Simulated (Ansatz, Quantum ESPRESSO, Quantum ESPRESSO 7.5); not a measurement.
## From contact to tunnelling: a Si chain with one bond drawn out

Aim: how the conductance falls as the barrier grows, for a Si chain with one bond drawn out.

Program: Quantum ESPRESSO 7.5. Level of theory: plane-wave DFT, PBE, GBRV ultrasoft pseudopotentials (cross-check by Ansatz 0.2.0 with PAW datasets). Results are calculated unless marked as measured.

**1. Set-up**

The cell holds 10 atoms: 10 Si. Cell: a = 7.500 Å, b = 7.500 Å, c = 22.300 Å, α = 90.0°, β = 90.0°, γ = 90.0°. Regions: left lead, 5 atoms (5 Si); right lead, 5 atoms (5 Si). Vacuum lies along a and b. The structure is stacked along c, and the current runs across the ab planes.

**2. Self-consistent run, 0.3 Å**

One periodic cell holds a stretch of lead, the junction and more lead; the atoms stay as built.

j0.scf.in

```
&control
  prefix = 'j0.scf'
  outdir = './out'
  pseudo_dir = './pseudo'
  calculation = 'scf'
  tprnfor = .true.
/
&system
  ibrav = 0
  nat = 10
  ntyp = 1
  ecutwfc = 34
  ecutrho = 170
  occupations = 'smearing'
  smearing = 'mv'
  degauss = 0.01
/
&electrons
  conv_thr = 1e-07
  mixing_beta = 0.25
  electron_maxstep = 120
  mixing_mode = 'local-TF'
/
ATOMIC_SPECIES
  Si  28.0850  si_pbe_v1.uspp.F.UPF
CELL_PARAMETERS angstrom
  7.50000000000000 0.00000000000000 0.00000000000000
  0.00000000000000 7.50000000000000 0.00000000000000
  0.00000000000000 0.00000000000000 22.30000000000000
ATOMIC_POSITIONS crystal
  Si  0.500000000000 0.500000000000 0.000000000000
  Si  0.500000000000 0.500000000000 0.098654708520
  Si  0.500000000000 0.500000000000 0.197309417040
  Si  0.500000000000 0.500000000000 0.295964125561
  Si  0.500000000000 0.500000000000 0.394618834081
  Si  0.500000000000 0.500000000000 0.506726457399
  Si  0.500000000000 0.500000000000 0.605381165919
  Si  0.500000000000 0.500000000000 0.704035874439
  Si  0.500000000000 0.500000000000 0.802690582960
  Si  0.500000000000 0.500000000000 0.901345291480
K_POINTS automatic
  1 1 3 0 0 0
```

Command:

```console
$ OMP_NUM_THREADS=1 mpirun -n 4 pw.x -nk 1 -in j0.scf.in > j0.scf.out
```

The program printed:

```text
Program PWSCF v.7.5 starts
[citation notice left out]

     Parallel version (MPI & OpenMP), running on       4 processor cores
     Number of MPI processes:                 4
     Threads/MPI process:                     1

     MPI processes distributed on     1 nodes
[...]
Current dimensions of program PWSCF are:
     Max number of different atomic species (ntypx) = 10
     Max number of k-points (npk) =  40000
     Max angular momentum in pseudopotentials (lmaxx) =  4
     Message from routine setup:
     using ibrav=0 with symmetry is DISCOURAGED, use correct ibrav instead

     R & G space division:  proc/nbgrp/npool/nimage =       4
     Subspace diagonalization in iterative solution of the eigenvalue problem:
     a serial algorithm will be used

     Parallelization info
     --------------------
     sticks:   dense  smooth     PW     G-vecs:    dense   smooth      PW
     Min         677     544    138                79239    56644    7278
     Max         678     545    139                79256    56653    7287
     Sum        2709    2177    553               316979   226589   29127

     Using Slab Decomposition

     bravais-lattice index     =            0
     lattice parameter (alat)  =      14.1729  a.u.
     unit-cell volume          =    8464.9421 (a.u.)^3
     number of atoms/cell      =           10
     number of atomic types    =            1
     number of electrons       =        40.00
     number of Kohn-Sham states=           24
     kinetic-energy cutoff     =      34.0000  Ry
     charge density cutoff     =     170.0000  Ry
     scf convergence threshold =      1.0E-07
     mixing beta               =       0.2500
     number of iterations used =            8  local-TF  mixing
     Exchange-correlation= SLA  PW   PBE  PBE
                           (   1   4   3   4   0   0   0)

     celldm(1)=  14.172946  celldm(2)=   0.000000  celldm(3)=   0.000000
     celldm(4)=   0.000000  celldm(5)=   0.000000  celldm(6)=   0.000000

     crystal axes: (cart. coord. in units of alat)
               a(1) = (   1.000000   0.000000   0.000000 )
               a(2) = (   0.000000   1.000000   0.000000 )
               a(3) = (   0.000000   0.000000   2.973333 )

     reciprocal axes: (cart. coord. in units 2 pi/alat)
               b(1) = (  1.000000  0.000000  0.000000 )
               b(2) = (  0.000000  1.000000  0.000000 )
               b(3) = (  0.000000  0.000000  0.336323 )

     PseudoPot. # 1 for Si read from file:
     ./pseudo/si_pbe_v1.uspp.F.UPF
     Pseudo is Ultrasoft + core correction, Zval =  4.0
     Generated by new atomic code, or converted to UPF format
     Using radial grid of  899 points,  6 beta functions with:
                l(1) =   0
                l(2) =   0
                l(3) =   1
                l(4) =   1
                l(5) =   2
                l(6) =   2
     Q(r) pseudized with  8 coefficients,  rinner =    0.900   0.900   0.900
                                                       0.900   0.900

     atomic species   valence    mass     pseudopotential
     Si                4.00    28.08500     Si( 1.00)

      8 Sym. Ops. (no inversion) found

   Cartesian axes

     site n.     atom                  positions (alat units)
         1        Si     tau(   1) = (   0.5000000   0.5000000   0.0000000  )
         2        Si     tau(   2) = (   0.5000000   0.5000000   0.2933333  )
         3        Si     tau(   3) = (   0.5000000   0.5000000   0.5866667  )
         4        Si     tau(   4) = (   0.5000000   0.5000000   0.8800000  )
         5        Si     tau(   5) = (   0.5000000   0.5000000   1.1733333  )
         6        Si     tau(   6) = (   0.5000000   0.5000000   1.5066667  )
         7        Si     tau(   7) = (   0.5000000   0.5000000   1.8000000  )
         8        Si     tau(   8) = (   0.5000000   0.5000000   2.0933333  )
         9        Si     tau(   9) = (   0.5000000   0.5000000   2.3866667  )
        10        Si     tau(  10) = (   0.5000000   0.5000000   2.6800000  )

     number of k points=     2  Marzari-Vanderbilt smearing, width (Ry)=  0.0100
                       cart. coord. in units 2pi/alat
        k(    1) = (   0.0000000   0.0000000   0.0000000), wk =   0.6666667
        k(    2) = (   0.0000000   0.0000000   0.1121076), wk =   1.3333333

     Dense  grid:   316979 G-vectors     FFT dimensions: (  60,  60, 180)

     Smooth grid:   226589 G-vectors     FFT dimensions: (  54,  54, 160)

     Estimated max dynamical RAM per process >     331.58 MB

     Estimated total dynamical RAM >       1.30 GB

     Initial potential from superposition of free atoms

     starting charge      39.9933, renormalised to      40.0000

     negative rho (up, down):  1.820E-05 0.000E+00
     Starting wfcs are   40 randomized atomic wfcs

     total cpu time spent up to now is        0.8 secs

     per-process dynamical memory:    71.1 Mb

     Self-consistent Calculation

     iteration #  1     ecut=    34.00 Ry     beta= 0.25
     Davidson diagonalization with overlap
     ethr =  1.00E-02,  avg # of iterations =  2.0

     Threshold (ethr) on eigenvalues was too large:
     Diagonalizing with lowered threshold

     Davidson diagonalization with overlap
     ethr =  7.78E-04,  avg # of iterations =  1.0

     negative rho (up, down):  3.012E-07 0.000E+00

     total cpu time spent up to now is        3.2 secs

     total energy              =     -94.51734176 Ry
     estimated scf accuracy    <       0.33998863 Ry

     iteration #  2     ecut=    34.00 Ry     beta= 0.25
[...]
total energy              =     -94.43222393 Ry
     estimated scf accuracy    <       0.22508156 Ry

     iteration #  3     ecut=    34.00 Ry     beta= 0.25
[...]
total energy              =     -94.45821367 Ry
     estimated scf accuracy    <       0.04295471 Ry

     iteration #  4     ecut=    34.00 Ry     beta= 0.25
[...]
total energy              =     -94.45192571 Ry
     estimated scf accuracy    <       0.02815157 Ry

     iteration #  5     ecut=    34.00 Ry     beta= 0.25
[...]
total energy              =     -94.45074494 Ry
     estimated scf accuracy    <       0.01653156 Ry

     iteration #  6     ecut=    34.00 Ry     beta= 0.25
[...]
total energy              =     -94.45235436 Ry
     estimated scf accuracy    <       0.00321140 Ry

     iteration #  7     ecut=    34.00 Ry     beta= 0.25
[...]
negative rho (up, down):  1.684E-05 0.000E+00

[...]
total energy              =     -94.45115759 Ry
     estimated scf accuracy    <       0.00373785 Ry

     iteration #  8     ecut=    34.00 Ry     beta= 0.25
[...]
negative rho (up, down):  1.007E-06 0.000E+00

[...]
total energy              =     -94.45173186 Ry
     estimated scf accuracy    <       0.00075452 Ry

     iteration #  9     ecut=    34.00 Ry     beta= 0.25
[...]
negative rho (up, down):  6.535E-06 0.000E+00

[...]
total energy              =     -94.45192764 Ry
     estimated scf accuracy    <       0.00042146 Ry

     iteration # 10     ecut=    34.00 Ry     beta= 0.25
[...]
negative rho (up, down):  2.629E-06 0.000E+00

[...]
total energy              =     -94.45194647 Ry
     estimated scf accuracy    <       0.00035911 Ry

     iteration # 11     ecut=    34.00 Ry     beta= 0.25
[...]
negative rho (up, down):  3.080E-06 0.000E+00

[...]
total energy              =     -94.45194420 Ry
     estimated scf accuracy    <       0.00011488 Ry

     iteration # 12     ecut=    34.00 Ry     beta= 0.25
[...]
negative rho (up, down):  7.253E-06 0.000E+00

[...]
total energy              =     -94.45195894 Ry
     estimated scf accuracy    <       0.00002671 Ry

     iteration # 13     ecut=    34.00 Ry     beta= 0.25
[...]
negative rho (up, down):  6.790E-05 0.000E+00

[...]
total energy              =     -94.45196566 Ry
     estimated scf accuracy    <       0.00000543 Ry

     iteration # 14     ecut=    34.00 Ry     beta= 0.25
[...]
negative rho (up, down):  6.944E-05 0.000E+00

[...]
total energy              =     -94.45196804 Ry
     estimated scf accuracy    <       0.00000213 Ry

     iteration # 15     ecut=    34.00 Ry     beta= 0.25
[...]
negative rho (up, down):  6.139E-05 0.000E+00

[...]
total energy              =     -94.45196793 Ry
     estimated scf accuracy    <       0.00000193 Ry

     iteration # 16     ecut=    34.00 Ry     beta= 0.25
[...]
negative rho (up, down):  6.144E-05 0.000E+00

[...]
total energy              =     -94.45196775 Ry
     estimated scf accuracy    <       0.00000071 Ry

     iteration # 17     ecut=    34.00 Ry     beta= 0.25
[...]
negative rho (up, down):  5.827E-05 0.000E+00

[...]
total energy              =     -94.45196787 Ry
     estimated scf accuracy    <       0.00000094 Ry

     iteration # 18     ecut=    34.00 Ry     beta= 0.25
[...]
negative rho (up, down):  5.487E-05 0.000E+00

[...]
End of self-consistent calculation

          k = 0.0000 0.0000 0.0000 ( 28303 PWs)   bands (ev):

   -12.6912 -12.4400 -12.2422 -11.5556 -11.3850 -10.1997  -9.9674  -8.3516
    -8.1098  -6.6612  -4.6208  -4.6208  -4.4993  -4.3720  -4.3720  -4.2405
    -4.2405  -3.5213  -3.5213  -3.4273  -3.4273  -2.6592  -2.3302  -2.1965

          k = 0.0000 0.0000 0.1121 ( 28366 PWs)   bands (ev):

   -12.6793 -12.4975 -12.1256 -11.7907 -11.0833 -10.5904  -9.5239  -8.8734
    -7.5753  -6.9344  -4.6041  -4.6041  -4.4533  -4.4533  -4.1898  -4.0934
    -4.0934  -3.8000  -3.8000  -3.3695  -3.0867  -3.0867  -2.6144  -2.6144

     the Fermi energy is    -3.3402 ev

!    total energy              =     -94.45196800 Ry
     estimated scf accuracy    <       0.00000002 Ry
     smearing contrib. (-TS)   =      -0.00017140 Ry
     internal energy E=F+TS    =     -94.45179660 Ry

     The total energy is F=E-TS. E is the sum of the following terms:
     one-electron contribution =     -83.94233395 Ry
     hartree contribution      =      46.67208492 Ry
     xc contribution           =     -41.14494261 Ry
     ewald contribution        =     -16.03660496 Ry

     convergence has been achieved in  18 iterations

     negative rho (up, down):  5.487E-05 0.000E+00

     Forces acting on atoms (cartesian axes, Ry/au):

     atom    1 type  1   force =     0.00000000    0.00000000    0.00569918
     atom    2 type  1   force =     0.00000000    0.00000000   -0.00324719
     atom    3 type  1   force =     0.00000000    0.00000000   -0.00823052
     atom    4 type  1   force =     0.00000000    0.00000000    0.00020536
     atom    5 type  1   force =     0.00000000    0.00000000    0.03756250
     atom    6 type  1   force =     0.00000000    0.00000000   -0.03755774
     atom    7 type  1   force =     0.00000000    0.00000000   -0.00019349
     atom    8 type  1   force =     0.00000000    0.00000000    0.00821519
     atom    9 type  1   force =     0.00000000    0.00000000    0.00323815
     atom   10 type  1   force =     0.00000000    0.00000000   -0.00569143

     Total force =     0.055161     Total SCF correction =     0.000101

[...]
=------------------------------------------------------------------------------=
   JOB DONE.
=------------------------------------------------------------------------------=
```

Wall time 27 s (4 MPI ranks of Arm Neoverse V2, shared host); peak memory 1.4 GiB.

Read from the output:

```
free energy  : -1285.0845 eV
Fermi energy : -3.340 eV
```

The run needed 18 iterations to bring the estimated error under 1e-07 Ry; the largest force on any atom, held or free, is 0.97 eV/Å.

(Continued in part 2 of 5.)

[Logs are printed without paths, hosts, clocks, repeated set-up lines and the standing remarks that a program may print on its own settings, such as how far it seeks lower states.]

[Hosts, paths, dates, database ids (printed as entryN), source tags and the programs' standing remarks are cut or masked in the printed files.]

[Maps of the electrostatic potential energy from Ansatz leave out the sawtooth potential of an applied field or a dipole correction, so their vacuum need not be flat; planar profiles and work functions include it.]
